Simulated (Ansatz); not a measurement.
# K chain started as a strip of triangles: period, moment and channels by functional, part 2 of 3

How many channels does the K chain started as a strip of triangles carry, and how sure is the answer?

Ansatz 0.2.0; DFT PBE, plane waves, PAW; relaxation of a chain's period (the session's first sound run).

So far. Step 2 (The relaxed wire, level PBE, cutoff 420 eV): The cell's length comes to 4.441 Å with no moment.

## Step 3: The perfect wire, level PBE, k-mesh 1×1×19

This step: DFT PBE, plane waves, PAW; channels and complex bands of a perfect chain (Ansatz 0.2.0).

At the relaxed period the Bloch states of the perfect chain are found at each energy: those that move forward count the open channels, and those that decay describe how a disturbance dies away inside the wire itself. An energy step of 0.035 eV is under the 0.039 eV that the program asks for its thermal average at 300 K.

Input file input.yaml:

```yaml
crystal:
  lattice:
    - [13.5, 0.0, 0.0]
    - [0.0, 12.0, 0.0]
    - [0.0, 0.0, 4.4410649145]
  atoms:
    - { symbol: K, position: [0.353652277, 0.5, 0.0] }
    - { symbol: K, position: [0.646347723, 0.5, 0.5] }
kpoints:
  mp_grid: { grid: [1, 1, 19] }
  band_path: { path: ["Γ", Z], npoints: 60 }
scf:
  occupations: { method: fermi_dirac, width: 0.05 }
hamiltonian:
  xc: pbe
output:
  transmission:
    e_range: [-2, 2]
    de: 0.035
    kmesh: [1, 1]
    reduced_basis: true
    leads: [[0, 0]]
  dos: { projected: true, e_range: [-6, 4] }
  write_potential: true
  write_density: true
  volumetric_format: npy
  elf: true
```

Started as:

```bash
$ ansatz run input.yaml --threads 8 --pin off --max-ram 16384MiB --backend cpu --events-out ev --progress --plain --runs-dir out
```

Numbers of over 12 decimals in the logs are rounded to 6 here.

Output:

```text
[...]
Crystal: 2 atoms, lattice volume = 719.453 Å³
Basis set: ecut = 420 eV, 14079 PW (Γ)
Bands: 13, of which v1, the nominal top of the filled ones, is band 9 counted from 1 (8 counted from 0)
Symmetry: 8 space group operations
[...]
k-points: 10 of 19
[...]
SCF iter   1: F=—  HF=-3074.814695 eV  |F-HF|=—  |Δ(HF+E_count)|=         —  Δρ=3.83e-4  dr2=1.17e-2  ethr=1.77e-3  ⟨swp⟩=8.2  Hψ=973  notcnv=0
[...]
SCF iter   7: F=-3074.814840 eV  HF=-3074.814840 eV  |F-HF|=8.39e-9  |Δ(HF+E_count)|=   6.44e-8  Δρ=1.16e-6  dr2=1.06e-8  ethr=5.56e-10  ⟨swp⟩=4.4  Hψ=443  notcnv=0
SCF 1 converged in 7 iterations: F = -3074.814840 eV  dr2 = 1.06e-8
[...]
NSCF: frozen V_eff on 61 k-points
transmission: 6 of 36 steps passed
transmission: 12 of 36 steps passed
[...]
transmission: 36 of 36 steps passed
WARN: The output density's exchange-correlation potential varies sharply where the density is thin. Do not read a vacuum level from v_tot or v_xc, or from such a field of the output density. On a cell that repeats whose density bears no net charge and no dipole along the vacuum's axis use v_es (v_loc + v_h of the components); under efield.dipole_correction with no amplitude use v_es + v_field, which holds any externa [...]
SCF converged after 7 iterations
Free energy (F): -3074.814840 eV
[...]
Internal energy: -3074.792071 eV  (E = F + TS)
E sigma→0 (E₀):  -3074.803456 eV
Entropy (-TS):   -0.022769 eV (-11.385 meV/atom)
Fermi energy:    -1.363606 eV
[...]
--- Band table (eV; the first three rows and the last of 10) ---
  k-point 0: bands = [... 5 lower, -17.3856, -17.3563, -17.3483, -2.5260, -1.5194, -0.5540, -0.5082, 0.2860]
  k-point 1: bands = [... 5 lower, -17.3858, -17.3578, -17.3500, -2.5012, -1.4945, -0.5372, -0.4914, 0.3020]
  k-point 2: bands = [... 5 lower, -17.3865, -17.3620, -17.3548, -2.4273, -1.4201, -0.4871, -0.4412, 0.3496]
  k-point 9: bands = [... 5 lower, -17.4160, -17.3924, -17.3902, -0.7212, -0.3625, 0.2526, 0.5011, 0.6561]
--- Transmission ---
  basis      : 1421 plane waves across, 6 finite elements along
  points     : 1, standing for a mesh of 1 x 1
  filling    : by the input's occupations and mesh, since the crystals that have channels conduct as metals do. If one of these is a semiconductor, that mesh has misplaced its level
  energies   : 115 from -2.000000 to 1.990000 eV about the Fermi level, 0.035000 eV apart; the leads are filled to 0.000000 eV, and channels, transmission and decay are at -0.005000 eV
  crystal 0  : K2, at the sites [0, 0], period 4.4411 Å: whole cells are its period
    offset         : up to 0.0000 Å between an atom of the period and one for which it stands
    filled         : 4.4 meV over the level at which it is neutral
    channels       : 2.000000e0 a spin
    conductance    : 9.5541e13 S/m² at 300 K; may be off by some 0.0 % by where its bands' edges are placed, 0.0 % from the distance to neutral
```

Elapsed: 64 s, on 8 threads of Arm Neoverse V2, shared host; peak memory 2 GiB.

This step gave:

```yaml
energy_at_zero_smearing: -3074.8035 eV
channels_at_the_energy_nearest_the_fermi_level_one_spin: 2
conductance_of_the_lead_as_this_run_defines_it: 1.998 G₀
band_gap: 0 eV
```

The open channels of the lead, one spin by energy, zero at the Fermi level:

```
energy (eV)  open channels of the lead, one spin
     -1.195                                    0
     -0.985                                    1
     -0.810                                    1
     -0.600                                    1
     -0.390                                    1
     -0.215                                    1
     -0.005                                    2
      0.205                                    2
      0.415                                    2
      0.590                                    2
      0.800                                    2
      1.010                                    4
      1.185                                    4
      1.395                                    2
      1.605                                    4
      1.815                                    6
```

The slowest values at each energy, most degenerate partners merged, listed up to 1.5 1/Å. The Im kz of the slowest decaying states by energy, zero at the Fermi level:

```
energy (eV)  decay 1 (Å⁻¹)  decay 2 (Å⁻¹)  decay 3 (Å⁻¹)  decay 4 (Å⁻¹)
     -2.000          0.423          0.600          0.902          0.928
     -1.790          0.368          0.569          0.873          0.894
     -1.615          0.314          0.541          0.847          0.865
     -1.405          0.231          0.504          0.814          0.828
     -1.195         0.0853          0.463          0.779          0.789
     -0.985          0.417          0.742          0.748          0.813
     -0.810          0.372          0.708          0.712          0.786
     -0.600          0.309          0.665          0.666          0.752
     -0.390          0.226          0.616          0.619          0.718
     -0.215          0.114          0.571          0.576          0.687
     -0.005          0.511          0.519          0.649          0.718
      0.205          0.442          0.454          0.608          0.673
      0.415          0.358          0.376          0.564          0.625
      0.590          0.268          0.293          0.525          0.581
      0.800         0.0564          0.135          0.473          0.523
      1.010          0.415          0.457          0.546          0.554
      1.185          0.358          0.392          0.500          0.518
      1.395         0.0144          0.274          0.293          0.439
      1.605          0.124          0.148          0.368          0.419
      1.815          0.278          0.357          0.461          0.507
```

Electronic bands along the path, in eV, zero at the Fermi level:

```
  point  band 9  band 10  band 11  band 12  band 13
      Γ   -1.16    -0.16     0.81     0.86     1.65
halfway   -0.62     0.39     1.18     1.22     1.99
      Z    0.82     0.82     1.76     1.76     2.12
```

The electronic bands as a text plot (rows in eV, shown from -1.2 to 1.6 only):

```
    1.6 |                                       ******       **
    1.5 |                                   *****     *******
    1.4 |                              ******
    1.2 |                           *****              ****
    1.1 |                     *******               ***    **
    1.0 |              *********                  **         **
    0.9 |*****************                      **             **
    0.8 |******                              ***                *
    0.7 |                                 ***                 **
    0.5 |                              ***                 ***
    0.4 |                            **                  **
    0.3 |                        ****                  **
    0.2 |                    ****                    **
    0.1 |               *****                      **
    0.0 |        *******                         **
   -0.2 |********                             ***
   -0.3 |                                   **
   -0.4 |                                ***
   -0.5 |                             ***
   -0.6 |                          ***
   -0.8 |                       ***
   -0.9 |                  *****
   -1.0 |             *****
   -1.1 |*************
         Γ                                                      Z
```

ELF in the ca plane at fractional y = 0.500, with atoms of K within 0.2 Å of it. It is the smooth field of the valence electrons, not physical close to the nuclei.

Ten even steps from '_' (0.00) to '@' (0.87), each cell a mean:
```
____________________________
________..............______
++++++++++++++++++++++++++++
@@@@%%####**++++++**##%%%%@@
@@@@##++--........::--**%%@@
@@##--..______________..++%%
##==..__::++####**==..__..++
++::__::##@@@@@@@@@@++..__--
++::__--%%@@%%##@@@@##..__--
##--__..++%%@@@@@@##--__..++
%%**--..__::----::..__..==##
++++++==--::......::--==++++
____..::==**######++--..____
**++--..__--##%%++..__..==**
@@@@@@++....==**::__::##@@@@
##@@@@**::__--++..__--%%@@%%
@@@@%%==....==**::__..**@@@@
==--::____::##%%++..__..::==
______..--**@@@@%%++::______
::::--++##@@@@@@@@%%**==--::
****####%%%%%%%%%%%%####****
==========----------========
____________________________
____________________________
```
Columns run along c (4.4 Å), rows up along a (13.5 Å). Atoms in or near the plane, at fractional coordinates: K at (0.00, 0.35), K at (0.50, 0.65).

Electrostatic potential energy in the ca plane at fractional y = 0.500, with atoms of K within 0.2 Å of it. With pseudopotentials it is smooth inside the atoms' cores, unlike the true potential.

Ten even steps from '_' (-43 eV) to '@' (1 eV), each cell a mean:
```
@@@@@@@@@@@@@@@@@@@@@@@@@@@@
@@@@@@@@@@@@@@@@@@@@@@@@@@@@
@@@@@@@@@@@@@@@@@@@@@@@@@@@@
@@@@@@@@@@@@@@@@@@@@@@@@@@@@
@@@@@@@@@@@@@@@@@@@@@@@@@@@@
@@@@@@@@@@@@@@@@@@@@@@@@@@@@
@@@@@@@@%%%%######%%@@@@@@@@
@@@@@@%%##--..__..++##@@@@@@
@@@@@@%%**..______--##@@@@@@
@@@@@@@@%%++--::==**%%@@@@@@
@@@@@@@@@@%%%%%%%%@@@@@@@@@@
@@@@@@@@@@@@@@@@@@@@@@@@@@@@
@@@@@@@@@@@@@@@@@@@@@@@@@@@@
####%%@@@@@@@@@@@@@@@@@@%%##
__..++%%@@@@@@@@@@@@%%##--..
____::##%%@@@@@@@@@@%%**..__
::--**%%@@@@@@@@@@@@@@##++--
%%%%%%@@@@@@@@@@@@@@@@@@%%%%
@@@@@@@@@@@@@@@@@@@@@@@@@@@@
@@@@@@@@@@@@@@@@@@@@@@@@@@@@
@@@@@@@@@@@@@@@@@@@@@@@@@@@@
@@@@@@@@@@@@@@@@@@@@@@@@@@@@
@@@@@@@@@@@@@@@@@@@@@@@@@@@@
@@@@@@@@@@@@@@@@@@@@@@@@@@@@
```
Columns run along c (4.4 Å; values clipped at the 3rd and 97th percentile), rows up along a (13.5 Å). Atoms in or near the plane, at fractional coordinates: K at (0.00, 0.35), K at (0.50, 0.65).

Valence density in the ca plane at fractional y = 0.500, with atoms of K within 0.2 Å of it. It is the smooth field of the valence electrons, not physical close to the nuclei.

Ten steps, logarithmic in the rise over the least value, from '_' (0.0 e/Å³) to '@' (4.1 e/Å³), each cell a mean:
```
____________________________
____________________________
____________________________
____________________________
____________________________
____________......__________
______..::==++++==--::..____
____..::++##@@@@%%##==::..__
......--**%%@@@@@@%%++::....
......::==**%%%%##++--......
____......::------::....____
__________..........________
........______________......
++==--......______....::==++
@@%%##==::..........::++##@@
@@@@%%++::....__....--**%%@@
%%##**--....______..::==**%%
----::..______________..::--
____________________________
____________________________
____________________________
____________________________
____________________________
____________________________
```
Columns run along c (4.4 Å), rows up along a (13.5 Å). Atoms in or near the plane, at fractional coordinates: K at (0.00, 0.35), K at (0.50, 0.65).

By hand: the program gives 9.5541 × 10^13 S/m² over the cell's cross-section of 162.00 Å² = 1.620 × 10^-18 m², so one cell conducts 1.548 × 10^-4 S. Divided by G0 = 2e²/h = 7.748 × 10^-5 S this is 2.00 G0, a resistance of 6.46 kΩ.

At the computed energy nearest the Fermi level there are 2 channels a spin, and the thermal average gives 2.00 G₀.

## Step 4: Relaxation of atoms and period

This step: DFT LDA, plane waves, PAW; relaxation of a chain's period (Ansatz 0.2.0).

The relaxation is repeated under another functional. LDA has no gradient terms and tends to overbind, so it marks the short end of the likely bond lengths.

Input file input.yaml:

```yaml
crystal:
  lattice:
    - [13.5, 0.0, 0.0]
    - [0.0, 12.0, 0.0]
    - [0.0, 0.0, 3.97271]
  atoms:
    - { symbol: K, position: [0.37429037, 0.5, 0.0], spin: 0.5 }
    - { symbol: K, position: [0.62570963, 0.5, 0.5], spin: 0.5 }
magnetization:
  spin_polarized: true
kpoints:
  mp_grid: { grid: [1, 1, 21] }
scf:
  occupations: { method: fermi_dirac, width: 0.05 }
hamiltonian:
  xc: lda
relax:
  cell: { fix: [a, b, alpha, beta, gamma] }
  max_steps: 60
```

Output:

```text
[...]
Crystal: 2 atoms, lattice volume = 643.579 Å³
Basis set: ecut = 420 eV, 12561 PW (Γ)
Bands: 14, of which v1, the nominal top of the filled ones, is band 9 counted from 1 (8 counted from 0)
Symmetry: 8 space group operations
[...]
k-points: 11 of 21
[...]
Starting moments: Σ|m| = 1 μB on 2 of 2 sites
[...]
0.000000       0.000000       0.001767
  P = ⅓ Tr σ = 0.0029 GPa (0.029 kbar)
--- Relaxed structure (7 steps of the walk, 7 accepted, 1 SCFs on fresh bases) ---
[...]
cell:  # Å, volume = 681.0679 Å³
    - [13.5, 0.0, 0.0]
    - [0.0, 12.0, 0.0]
    - [0.0, 0.0, 4.204123]
  atoms:
    - { symbol: K, position: [0.357856, 0.500000, 0.0] }
    - { symbol: K, position: [0.642144, 0.500000, 0.500000] }
[key lines of the parts left out:]
SCF converged after 5 iterations
Magnetization: -0.0000 μB (9.0000 up, 9.0000 down)
Free energy (F): -2991.637734 eV
Fermi energy:    -1.469494 eV
```

Wall time 13 s (8 threads); peak memory 0.95 GiB; 93 s of CPU time.

Relaxation path:

```
step  energy less that of the first step (eV)  largest force component (eV/Å)  pressure (GPa)  volume (Å³)
   1                                   0.0000                          0.2480            0.15       643.58
   2                                  -0.0223                          0.1939            0.13       647.00
   3                                  -0.0682                          0.0369            0.04       662.95
   4                                  -0.0705                          0.0367           -0.01       674.04
   5                                  -0.0732                          0.0008            0.01       675.36
   6                                  -0.0734                          0.0006            0.01       677.31
   7                                  -0.0736                          0.0002            0.00       681.07
  8*                                  -0.0737                          0.0002            0.00       681.07
```

Relaxation steps marked * repeat the geometry before them on a plane-wave basis chosen anew for their cell, so energy and pressure can jump there.

The run keeps the 8 symmetry operations that it works with, so distortions that break them were not tested.

```
cell as run  before  after  change
      c (Å)   3.973  4.204  +5.8 %
```

The atoms that moved most (Å, along periodic axes as changes of fractional coordinates times the final cell, across vacuum about the mean position):

```
atom      dx     dy     dz  length
  K1  -0.222  0.000  0.000   0.222
  K2   0.222  0.000  0.000   0.222
```

The relaxed structure:

```cif
data_structure
_symmetry_space_group_name_H-M 'P 1'
_symmetry_Int_Tables_number 1
_cell_length_a 13.5000
_cell_length_b 12.0000
_cell_length_c 4.2041
_cell_angle_alpha 90.000
_cell_angle_beta 90.000
_cell_angle_gamma 90.000
_cell_volume 681.07
loop_
_atom_site_label
_atom_site_type_symbol
_atom_site_fract_x
_atom_site_fract_y
_atom_site_fract_z
_atom_site_occupancy
K1 K 0.35786 0.50000 0.00000 1
K2 K 0.64214 0.50000 0.50000 1
```

The cell's length comes to 4.204 Å, -5.3 % against the first run, with no moment.

The cell grew by 5.8 % in its periodic edges. First to last step the energy falls by 0.074 eV, across changes of basis; the largest move, 0.22 Å, is that of K1 and 1 other atom alike.

## Step 5: The perfect wire, level LDA, k-mesh 1×1×20

This step: DFT LDA, plane waves, PAW; channels and complex bands of a perfect chain (Ansatz 0.2.0).

The channels are counted again under LDA, at the period that it gave.

Input file input.yaml:

```yaml
crystal:
  lattice:
    - [13.5, 0.0, 0.0]
    - [0.0, 12.0, 0.0]
    - [0.0, 0.0, 4.2041230445]
  atoms:
    - { symbol: K, position: [0.357855589, 0.5, 0.0] }
    - { symbol: K, position: [0.642144411, 0.5, 0.5] }
kpoints:
  mp_grid: { grid: [1, 1, 20] }
  band_path: { path: ["Γ", Z], npoints: 60 }
scf:
  occupations: { method: fermi_dirac, width: 0.05 }
hamiltonian:
  xc: lda
output:
  transmission:
    e_range: [-2, 2]
    de: 0.035
    kmesh: [1, 1]
    reduced_basis: true
    leads: [[0, 0]]
  dos: { projected: true, e_range: [-6, 4] }
```

Output:

```text
[...]
Crystal: 2 atoms, lattice volume = 681.068 Å³
Basis set: ecut = 420 eV, 13247 PW (Γ)
Bands: 13, of which v1, the nominal top of the filled ones, is band 9 counted from 1 (8 counted from 0)
Symmetry: 8 space group operations
[...]
k-points: 11 of 20
[...]
k-point 10: bands = [... 5 lower, -17.4040, -17.3838, -17.3838, -0.5194, -0.5194, 0.4036, 0.4036, 0.6821]
--- Transmission ---
  basis      : 1421 plane waves across, 6 finite elements along
  points     : 1, standing for a mesh of 1 x 1
[...]
crystal 0  : K2, at the sites [0, 0], period 4.2041 Å: whole cells are its period
[...]
filled         : 1.3 meV under the level at which it is neutral
    channels       : 2.000000e0 a spin
[...]
[key lines of the parts left out:]
SCF converged after 7 iterations
Free energy (F): -2991.637551 eV
Fermi energy:    -1.480285 eV
```

Wall time 60 s (8 threads); peak memory 1.9 GiB.

Open channels of the lead, one spin against energy, zero at the Fermi level:

energy (eV), open channels of the lead, one spin and a bar:
```
   -1.300       0.00 
   -1.195       1.00 #####
   -1.090       1.00 #####
   -0.985       1.00 #####
   -0.915       1.00 #####
   -0.810       1.00 #####
   -0.705       1.00 #####
   -0.600       1.00 #####
   -0.495       1.00 #####
   -0.390       1.00 #####
   -0.285       1.00 #####
   -0.215       1.00 #####
   -0.110       2.00 ##########
   -0.005       2.00 ##########
    0.100       2.00 ##########
    0.205       2.00 ##########
    0.310       2.00 ##########
    0.415       2.00 ##########
    0.485       2.00 ##########
    0.590       2.00 ##########
    0.695       2.00 ##########
    0.800       2.00 ##########
    0.905       3.00 ###############
    1.010       4.00 ####################
    1.115       4.00 ####################
    1.185       4.00 ####################
    1.290       4.00 ####################
    1.395       4.00 ####################
    1.500       2.00 ##########
    1.605       4.00 ####################
    1.710       5.00 #########################
    1.815       6.00 ##############################
    1.885       6.00 ##############################
```

At the computed energy nearest the Fermi level there are 2 channels a spin, and the thermal average gives 2.00 G₀.

(Continued in part 3 of 3.)

[Logs are printed without paths, hosts, clocks, repeated set-up lines and the standing remarks that a program may print on its own settings, such as how far it seeks lower states.]

[Hosts, paths, dates, database ids (printed as entryN), source tags and the programs' standing remarks are cut or masked in the printed files.]
